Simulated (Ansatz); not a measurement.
# Static equation of state of cubic perovskite-type RbCaH3, size series (135 atoms)

The cell holds 135 atoms: 27 Rb, 27 Ca and 81 H. Cell: a = 13.542 Å, b = 13.543 Å, c = 13.541 Å, α = 90.0°, β = 90.0°, γ = 90.0°. It derives from RbCaH3 (cubic perovskite-type), repeated 3×3×3. The starting structure: Cubic perovskite-type RbCaH3 (cell 4.547, 4.547, 4.547, 90, 90, 90), 3 x 3 x 3 conventional cells; every coordinate displaced by a Gaussian of 0.05 Å.

Calculated with Ansatz 0.2.0: Kohn-Sham DFT, r2SCAN, PAW (set soft_2), plane waves; cutoff 500 eV, Γ point, gaussian smearing of 0.05 eV. Cell and atoms were relaxed first, to V0 = 18.397 Å³ an atom at a residual P0 = -0.009 GPa. The cell was then scaled evenly, and the atoms were relaxed at each volume.

```
volume (Å³/atom)  pressure (GPa)
          16.557               ?
          17.293           1.771
          17.845          0.8183
          18.949         -0.7245
          19.501          -1.347
```

Task: Fit the third-order Birch–Murnaghan equation to the rows given and extrapolate to the withheld row.

Worked fit:

Take the Eulerian strain f = ½[(V0/V)^(2/3) − 1] and the normalised pressure F = (P − P0) / [3f(1 + 2f)^(5/2)]. The third-order Birch–Murnaghan equation is then the line F = B0 + (3/2)B0(B′ − 4) f, so u = f and v = F.

| u = f | v = F (GPa) |
| --- | --- |
| 0.0210566 | 25.4095 |
| 0.0102568 | 25.5438 |
| -0.00975642 | 25.6950 |
| -0.0190506 | 25.8044 |

With n = 4: mean u = 6.2661e-4, mean v = 25.6132, Σ(u − ū)² = 0.0010051, Σ(u − ū)(v − v̄) = -0.0094423. Slope b = -0.0094423 / 0.0010051 = -9.3942; intercept a = v̄ − b ū = 25.619.

So B0 = a = 25.6 GPa and B′ = 4 + 2b/(3a) = 3.76. At the withheld volume f = 0.03638, F = a + b f = 25.28 GPa, and P = P0 + 3f(1 + 2f)^(5/2) F.

Prediction at 16.557: 3.280 GPa. The run gave 3.275 GPa, so the fit is high by 0.0053 GPa (0.16 % of the value).

Among the rows given, the largest miss of the fit is at 17.293, by 8.2e-4 GPa (0.018 % of the range of the table).

Limits: Static cells at zero temperature; the cell shape is held. The program notes that the SCF threshold of these relaxations is loose for the stress. Only the Γ point is sampled, in a cell whose shortest periodic width is 14 Å.

[Logs are printed without paths, hosts, clocks, repeated set-up lines and the standing remarks that a program may print on its own settings, such as how far it seeks lower states.]

[Hosts, paths, dates, database ids (printed as entryN), source tags and the programs' standing remarks are cut or masked in the printed files.]
